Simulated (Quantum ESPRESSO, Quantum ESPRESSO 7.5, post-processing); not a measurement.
**Re(0001), 4 layers: vacuum convergence**

Wanted: the cheapest sound input for Re(0001), 4 layers, from a series that sets result against time.

Calculated with Quantum ESPRESSO 7.5; plane-wave DFT, PBE, SSSP efficiency pseudopotentials.

Report form: the programs' logs are mostly left out.

## Step 1: The starting structure

The cell holds 4 atoms: 4 Re. Its edges and angles: a = 2.760 Å, b = 2.760 Å, c = 30.686 Å, α = 90.0°, β = 90.0°, γ = 60.0°. It derives from Re. Vacuum lies along c.

## Step 2: SCF with pw.x: 24 Å of vacuum

The first run is the reference of the series.

c0.in reads:

```
&control
  prefix = 'c0'
  outdir = './out'
  pseudo_dir = './pseudo'
  calculation = 'scf'
  tprnfor = .true.
/
&system
  ibrav = 0
  nat = 4
  ntyp = 1
  ecutwfc = 45
  ecutrho = 360
  occupations = 'smearing'
  smearing = 'mv'
  degauss = 0.02
/
&electrons
  conv_thr = 1e-07
  mixing_beta = 0.4
  electron_maxstep = 120
  mixing_mode = 'local-TF'
/
ATOMIC_SPECIES
  Re  186.2070  Re_pbe_v1.2.uspp.F.UPF
CELL_PARAMETERS angstrom
  2.76000000000000 0.00000000000000 0.00000000000000
  1.38000000000000 2.39023011444505 0.00000000000000
  0.00000000000000 0.00000000000000 30.68610000000000
ATOMIC_POSITIONS crystal
  Re  0.666666666700 0.666666666700 0.391056536999
  Re  0.000000000000 0.000000000000 0.463685512333
  Re  0.666666666700 0.666666666700 0.536314487667
  Re  0.000000000000 0.000000000000 0.608943463001
K_POINTS automatic
  12 12 1 0 0 0
```

Run with:

```console
> OMP_NUM_THREADS=1 mpirun -n 4 pw.x -nk 4 -in c0.in > c0.out
```

Elapsed: 55 s, on 4 MPI ranks of Arm Neoverse V2, shared host; peak memory 1.9 GiB.

Read from the output:

```
free energy  : -10373.7873 eV
Fermi energy : 3.541 eV
```

The program's own clock; routines nest. Time by routine:

| routine | wall time (s) | calls |
| --- | --- | --- |
| PWSCF | 54.38 | 1 |
| electrons | 51.62 | 1 |
| c_bands | 28.09 | 16 |
| cegterg | 25.08 | 80 |
| h_psi | 18.26 | 344 |
| fftw | 14.78 | 17796 |
| vloc_psi | 13.63 | 344 |
| sum_band | 10.03 | 16 |
| newd | 6.2 | 17 |
| mix_rho | 5.13 | 16 |
| calbec | 3.33 | 444 |
| ffts | 3.19 | 1878 |
| v_of_rho | 2.46 | 17 |
| add_vuspsi | 2.3 | 344 |

The run needed 16 iterations to bring the estimated error under 1e-07 Ry; the largest force on any atom, held or free, is 1.48 eV/Å.

## Step 3: Electrostatic potential

The vacuum level is read from the electrostatic potential (plot_num = 11), averaged over planes.

c0.pot.in reads:

```
&inputpp
  prefix = 'c0'
  outdir = './out'
  filplot = 'c0.pot.dat'
  plot_num = 11
/
```

Run with:

```console
> OMP_NUM_THREADS=1 mpirun -n 4 pp.x -in c0.pot.in > c0.pot.out
```

Wall time 1.3 s (4 MPI ranks); peak memory 0.38 GiB.

This step gave:

```
potential in the middle of the vacuum, over the Fermi level : 5.099 eV
```

The potential energy, planar mean oscillates, so the rows of the table below give means over windows of 1 Å about each position, cut where the curve ends. Its maxima inside the range that stand out by 2 % of the span (Å: eV): 13.1: -2.08, 15.3: -2.26, 17.6: -2.08. Its minima: 12.2: -14.4, 14.1: -14.6, 16.6: -14.6, 18.5: -14.4.

Electrostatic potential energy of an electron; zero at the Fermi level. Potential energy, planar mean against z; means over each step:

| z (Å) | potential energy, planar mean (eV) |
| --- | --- |
| 0 | 5.10 |
| 1 | 5.10 |
| 2 | 5.10 |
| 3 | 5.10 |
| 4 | 5.10 |
| 5 | 5.10 |
| 6 | 5.10 |
| 7 | 5.10 |
| 8 | 5.09 |
| 9 | 5.05 |
| 10 | 4.45 |
| 11 | -2.50 |
| 12 | -13.9 |
| 13 | -5.33 |
| 14 | -13.3 |
| 15 | -7.42 |
| 16 | -11.2 |
| 17 | -10.1 |
| 18 | -8.25 |
| 19 | -12.3 |
| 20 | 1.45 |
| 21 | 4.80 |
| 22 | 5.08 |
| 23 | 5.10 |
| 24 | 5.10 |
| 25 | 5.10 |
| 26 | 5.10 |
| 27 | 5.10 |
| 28 | 5.10 |
| 29 | 5.10 |
| 30 | 5.10 |

Inside the slab this potential holds the local part of the pseudopotentials, which can be repulsive at the nuclei; only its value in the vacuum has a meaning of its own.

## Step 4: Ground state: 18 Å of vacuum

c2.in reads:

```
&control
  prefix = 'c2'
  outdir = './out'
  pseudo_dir = './pseudo'
  calculation = 'scf'
  tprnfor = .true.
/
&system
  ibrav = 0
  nat = 4
  ntyp = 1
  ecutwfc = 45
  ecutrho = 360
  occupations = 'smearing'
  smearing = 'mv'
  degauss = 0.02
/
&electrons
  conv_thr = 1e-07
  mixing_beta = 0.4
  electron_maxstep = 120
  mixing_mode = 'local-TF'
/
ATOMIC_SPECIES
  Re  186.2070  Re_pbe_v1.2.uspp.F.UPF
CELL_PARAMETERS angstrom
  2.76000000000000 0.00000000000000 0.00000000000000
  1.38000000000000 2.39023011444505 0.00000000000000
  0.00000000000000 0.00000000000000 24.68610000000000
ATOMIC_POSITIONS crystal
  Re  0.666666666700 0.666666666700 0.364577636808
  Re  0.000000000000 0.000000000000 0.454859212269
  Re  0.666666666700 0.666666666700 0.545140787731
  Re  0.000000000000 0.000000000000 0.635422363192
K_POINTS automatic
  12 12 1 0 0 0
```

Run with:

```console
> OMP_NUM_THREADS=1 mpirun -n 4 pw.x -nk 4 -in c2.in > c2.out
```

Wall time 42 s (4 MPI ranks); peak memory 1.6 GiB; 2.8 min of CPU time.

Read from the output:

- Fermi energy: 5.640 eV

The program's own clock; routines nest. Time by routine:

| routine | wall time (s) | calls |
| --- | --- | --- |
| PWSCF | 41.05 | 1 |
| electrons | 38.75 | 1 |
| c_bands | 21.3 | 15 |
| cegterg | 19.23 | 75 |
| h_psi | 13.84 | 326 |
| fftw | 11.11 | 16966 |
| vloc_psi | 10.28 | 326 |
| sum_band | 7.51 | 15 |
| newd | 4.65 | 16 |
| mix_rho | 3.73 | 15 |
| calbec | 2.56 | 421 |
| ffts | 2.3 | 1753 |
| v_of_rho | 1.83 | 16 |
| add_vuspsi | 1.77 | 326 |

## Step 5: Electrostatic potential

c2.pot.in reads:

```
&inputpp
  prefix = 'c2'
  outdir = './out'
  filplot = 'c2.pot.dat'
  plot_num = 11
/
```

Run with:

```console
> OMP_NUM_THREADS=1 mpirun -n 4 pp.x -in c2.pot.in > c2.pot.out
```

Elapsed: 1.2 s, on 4 MPI ranks; peak memory 0.31 GiB; 4.4 s of CPU time.

Read from the output:

- potential in the middle of the vacuum, over the Fermi level: 5.100 eV

Counted from each run's own zero (the Fermi level), the vacuum level differs from the first run's by +0 meV.

## Step 6: Self-consistent run: 14 Å of vacuum

c4.in reads:

```
&control
  prefix = 'c4'
  outdir = './out'
  pseudo_dir = './pseudo'
  calculation = 'scf'
  tprnfor = .true.
/
&system
  ibrav = 0
  nat = 4
  ntyp = 1
  ecutwfc = 45
  ecutrho = 360
  occupations = 'smearing'
  smearing = 'mv'
  degauss = 0.02
/
&electrons
  conv_thr = 1e-07
  mixing_beta = 0.4
  electron_maxstep = 120
  mixing_mode = 'local-TF'
/
ATOMIC_SPECIES
  Re  186.2070  Re_pbe_v1.2.uspp.F.UPF
CELL_PARAMETERS angstrom
  2.76000000000000 0.00000000000000 0.00000000000000
  1.38000000000000 2.39023011444505 0.00000000000000
  0.00000000000000 0.00000000000000 20.68610000000000
ATOMIC_POSITIONS crystal
  Re  0.666666666700 0.666666666700 0.338391480269
  Re  0.000000000000 0.000000000000 0.446130493423
  Re  0.666666666700 0.666666666700 0.553869506577
  Re  0.000000000000 0.000000000000 0.661608519731
K_POINTS automatic
  12 12 1 0 0 0
```

Run with:

```console
> OMP_NUM_THREADS=1 mpirun -n 4 pw.x -nk 4 -in c4.in > c4.out
```

Run time: 27 s. Hardware: 4 MPI ranks; peak memory 1.3 GiB; 1.8 min of CPU time.

This step gave:

* Fermi energy: 7.715 eV

The program's own clock; routines nest. Time by routine:

| routine | wall time (s) | calls |
| --- | --- | --- |
| PWSCF | 26.71 | 1 |
| electrons | 24.71 | 1 |
| c_bands | 13.92 | 11 |
| cegterg | 12.49 | 55 |
| h_psi | 9.21 | 241 |
| fftw | 7.51 | 12784 |
| vloc_psi | 6.95 | 241 |
| sum_band | 4.77 | 11 |
| newd | 2.96 | 12 |
| mix_rho | 2.18 | 11 |
| calbec | 1.64 | 316 |
| ffts | 1.34 | 1241 |
| init_run | 1.29 | 1 |
| v_of_rho | 1.13 | 12 |

## Step 7: Electrostatic potential

c4.pot.in reads:

```
&inputpp
  prefix = 'c4'
  outdir = './out'
  filplot = 'c4.pot.dat'
  plot_num = 11
/
```

Run with:

```console
> OMP_NUM_THREADS=1 mpirun -n 4 pp.x -in c4.pot.in > c4.pot.out
```

It took 1.1 s on 4 MPI ranks; peak memory 0.27 GiB.

Read from the output:

* potential in the middle of the vacuum, over the Fermi level: 5.098 eV

Counted from each run's own zero (the Fermi level), the vacuum level differs from the first run's by -1 meV.

## Step 8: SCF with pw.x: 12 Å of vacuum

c6.in reads:

```
&control
  prefix = 'c6'
  outdir = './out'
  pseudo_dir = './pseudo'
  calculation = 'scf'
  tprnfor = .true.
/
&system
  ibrav = 0
  nat = 4
  ntyp = 1
  ecutwfc = 45
  ecutrho = 360
  occupations = 'smearing'
  smearing = 'mv'
  degauss = 0.02
/
&electrons
  conv_thr = 1e-07
  mixing_beta = 0.4
  electron_maxstep = 120
  mixing_mode = 'local-TF'
/
ATOMIC_SPECIES
  Re  186.2070  Re_pbe_v1.2.uspp.F.UPF
CELL_PARAMETERS angstrom
  2.76000000000000 0.00000000000000 0.00000000000000
  1.38000000000000 2.39023011444505 0.00000000000000
  0.00000000000000 0.00000000000000 18.68610000000000
ATOMIC_POSITIONS crystal
  Re  0.666666666700 0.666666666700 0.321094289338
  Re  0.000000000000 0.000000000000 0.440364763113
  Re  0.666666666700 0.666666666700 0.559635236887
  Re  0.000000000000 0.000000000000 0.678905710662
K_POINTS automatic
  12 12 1 0 0 0
```

Run with:

```console
> OMP_NUM_THREADS=1 mpirun -n 4 pw.x -nk 4 -in c6.in > c6.out
```

Elapsed: 28 s, on 4 MPI ranks; peak memory 1.1 GiB; 1.9 min of CPU time.

Read from the output:

* Fermi energy: 9.089 eV

The program's own clock; routines nest. Time by routine:

| routine | wall time (s) | calls |
| --- | --- | --- |
| PWSCF | 27.37 | 1 |
| electrons | 25.51 | 1 |
| c_bands | 13.98 | 13 |
| cegterg | 12.52 | 65 |
| h_psi | 9.09 | 287 |
| fftw | 7.35 | 14422 |
| vloc_psi | 6.79 | 287 |
| sum_band | 5.02 | 13 |
| newd | 3.12 | 14 |
| mix_rho | 2.36 | 13 |
| calbec | 1.67 | 372 |
| ffts | 1.45 | 1483 |
| v_of_rho | 1.24 | 14 |
| init_run | 1.18 | 1 |

## Step 9: Electrostatic potential

c6.pot.in reads:

```
&inputpp
  prefix = 'c6'
  outdir = './out'
  filplot = 'c6.pot.dat'
  plot_num = 11
/
```

Run with:

```console
> OMP_NUM_THREADS=1 mpirun -n 4 pp.x -in c6.pot.in > c6.pot.out
```

The job ended after 1.1 s (4 MPI ranks; peak memory 0.25 GiB).

Numbers from this step:

| Property | Result |
| --- | --- |
| potential in the middle of the vacuum, over the Fermi level | 5.101 eV |

Counted from each run's own zero (the Fermi level), the vacuum level differs from the first run's by +2 meV.

## Step 10: SCF with pw.x: 10 Å of vacuum

c8.in reads:

```
&control
  prefix = 'c8'
  outdir = './out'
  pseudo_dir = './pseudo'
  calculation = 'scf'
  tprnfor = .true.
/
&system
  ibrav = 0
  nat = 4
  ntyp = 1
  ecutwfc = 45
  ecutrho = 360
  occupations = 'smearing'
  smearing = 'mv'
  degauss = 0.02
/
&electrons
  conv_thr = 1e-07
  mixing_beta = 0.4
  electron_maxstep = 120
  mixing_mode = 'local-TF'
/
ATOMIC_SPECIES
  Re  186.2070  Re_pbe_v1.2.uspp.F.UPF
CELL_PARAMETERS angstrom
  2.76000000000000 0.00000000000000 0.00000000000000
  1.38000000000000 2.39023011444505 0.00000000000000
  0.00000000000000 0.00000000000000 16.68610000000000
ATOMIC_POSITIONS crystal
  Re  0.666666666700 0.666666666700 0.299650607392
  Re  0.000000000000 0.000000000000 0.433216869131
  Re  0.666666666700 0.666666666700 0.566783130869
  Re  0.000000000000 0.000000000000 0.700349392608
K_POINTS automatic
  12 12 1 0 0 0
```

Run with:

```console
> OMP_NUM_THREADS=1 mpirun -n 4 pw.x -nk 4 -in c8.in > c8.out
```

It took 25 s on 4 MPI ranks; peak memory 0.68 GiB.

This step gave:

* Fermi energy: 10.79 eV

The program's own clock; routines nest. Time by routine:

| routine | wall time (s) | calls |
| --- | --- | --- |
| PWSCF | 24.65 | 1 |
| electrons | 22.95 | 1 |
| c_bands | 12.65 | 13 |
| cegterg | 11.41 | 65 |
| h_psi | 8.23 | 294 |
| fftw | 6.66 | 14614 |
| vloc_psi | 6.15 | 294 |
| sum_band | 4.49 | 13 |
| newd | 2.84 | 14 |
| mix_rho | 2.09 | 13 |
| calbec | 1.51 | 379 |
| ffts | 1.3 | 1491 |
| init_run | 1.08 | 1 |
| v_of_rho | 1.08 | 14 |

## Step 11: Electrostatic potential

c8.pot.in reads:

```
&inputpp
  prefix = 'c8'
  outdir = './out'
  filplot = 'c8.pot.dat'
  plot_num = 11
/
```

Run with:

```console
> OMP_NUM_THREADS=1 mpirun -n 4 pp.x -in c8.pot.in > c8.pot.out
```

Wall time 1 s (4 MPI ranks); peak memory 0.22 GiB.

Numbers from this step:

```
potential in the middle of the vacuum, over the Fermi level : 5.099 eV
```

Counted from each run's own zero (the Fermi level), the vacuum level differs from the first run's by +0 meV.

## Step 12: Self-consistent run: 8 Å of vacuum

c10.in reads:

```
&control
  prefix = 'c10'
  outdir = './out'
  pseudo_dir = './pseudo'
  calculation = 'scf'
  tprnfor = .true.
/
&system
  ibrav = 0
  nat = 4
  ntyp = 1
  ecutwfc = 45
  ecutrho = 360
  occupations = 'smearing'
  smearing = 'mv'
  degauss = 0.02
/
&electrons
  conv_thr = 1e-07
  mixing_beta = 0.4
  electron_maxstep = 120
  mixing_mode = 'local-TF'
/
ATOMIC_SPECIES
  Re  186.2070  Re_pbe_v1.2.uspp.F.UPF
CELL_PARAMETERS angstrom
  2.76000000000000 0.00000000000000 0.00000000000000
  1.38000000000000 2.39023011444505 0.00000000000000
  0.00000000000000 0.00000000000000 14.68610000000000
ATOMIC_POSITIONS crystal
  Re  0.666666666700 0.666666666700 0.272366387264
  Re  0.000000000000 0.000000000000 0.424122129088
  Re  0.666666666700 0.666666666700 0.575877870912
  Re  0.000000000000 0.000000000000 0.727633612736
K_POINTS automatic
  12 12 1 0 0 0
```

Run with:

```console
> OMP_NUM_THREADS=1 mpirun -n 4 pw.x -nk 4 -in c10.in > c10.out
```

Wall time 21 s (4 MPI ranks); peak memory 0.96 GiB; 85 s of CPU time.

This step gave:

```
free energy  : -10373.7875 eV
Fermi energy : 12.95 eV
```

The program's own clock; routines nest. Time by routine:

| routine | wall time (s) | calls |
| --- | --- | --- |
| PWSCF | 20.69 | 1 |
| electrons | 19.14 | 1 |
| c_bands | 10.87 | 13 |
| cegterg | 9.81 | 65 |
| h_psi | 6.99 | 277 |
| fftw | 5.57 | 14738 |
| vloc_psi | 5.15 | 277 |
| sum_band | 3.98 | 13 |
| newd | 2.5 | 14 |
| calbec | 1.33 | 362 |
| v_of_rho | 1.03 | 14 |
| init_run | 0.99 | 1 |
| mix_rho | 0.95 | 13 |
| add_vuspsi | 0.92 | 277 |

## Step 13: Electrostatic potential

c10.pot.in reads:

```
&inputpp
  prefix = 'c10'
  outdir = './out'
  filplot = 'c10.pot.dat'
  plot_num = 11
/
```

Run with:

```console
> OMP_NUM_THREADS=1 mpirun -n 4 pp.x -in c10.pot.in > c10.pot.out
```

It took 0.99 s on 4 MPI ranks; peak memory 0.2 GiB; 3.7 s of CPU time.

This step gave:

```
potential in the middle of the vacuum, over the Fermi level : 5.105 eV
```

Counted from each run's own zero (the Fermi level), the vacuum level differs from the first run's by +6 meV.

## Step 14: The series side by side

All levels:

| level | vacuum level over the Fermi level (eV) | its change from the first (meV) | energy from the first (meV an atom) | SCF iterations | wall time (s) | peak memory (GiB) | CPU time (s) |
| --- | --- | --- | --- | --- | --- | --- | --- |
| 24 Å of vacuum | 5.099 | 0 | 0 | 16 | 54.9 | 1.85 | 219.3 |
| 18 Å of vacuum | 5.1 | 0.4784 | 0.005306 | 15 | 41.57 | 1.55 | 165.9 |
| 14 Å of vacuum | 5.098 | -0.6926 | 0.001497 | 11 | 27.22 | 1.33 | 108.6 |
| 12 Å of vacuum | 5.101 | 2.275 | 7.14e-4 | 13 | 27.88 | 1.11 | 111.2 |
| 10 Å of vacuum | 5.099 | 0.07405 | 0.00449 | 13 | 25.16 | 0.68 | 100.3 |
| 8 Å of vacuum | 5.105 | 5.82 | -0.05952 | 13 | 21.2 | 0.96 | 84.51 |

## Step 15: Summary of results

```
vacuum level over the Fermi level, 24 Å of vacuum                                                                  : 5.099 eV
cheapest step of the main series that, with all steps before it, keeps the vacuum level within 20 meV of the first : 8 Å of vacuum: +6 meV, 85 s of CPU time against 3.7 min
setting with the largest shift of the level                                                                        : 8 Å of vacuum: +6 meV
```

What this shows: The cheapest step of the main series that, with all steps before it, keeps the vacuum level within 20 meV of the first is 8 Å of vacuum: +6 meV, 85 s of CPU time against 3.7 min. Over the series the energy moves by up to 0.0595 meV an atom and the vacuum level by up to 6 meV. The level is read in the middle of the vacuum, where a short gap still holds the tails of both faces. The times come from a shared host and are rough. Peak memory is sampled during the run and can miss the peak. The geometry is as built, not relaxed.

[Logs are printed without paths, hosts, clocks, repeated set-up lines and the standing remarks that a program may print on its own settings, such as how far it seeks lower states.]

[Hosts, paths, dates, database ids (printed as entryN), source tags and the programs' standing remarks are cut or masked in the printed files.]

[Maps of the electrostatic potential energy from Ansatz leave out the sawtooth potential of an applied field or a dipole correction, so their vacuum need not be flat; planar profiles and work functions include it.]
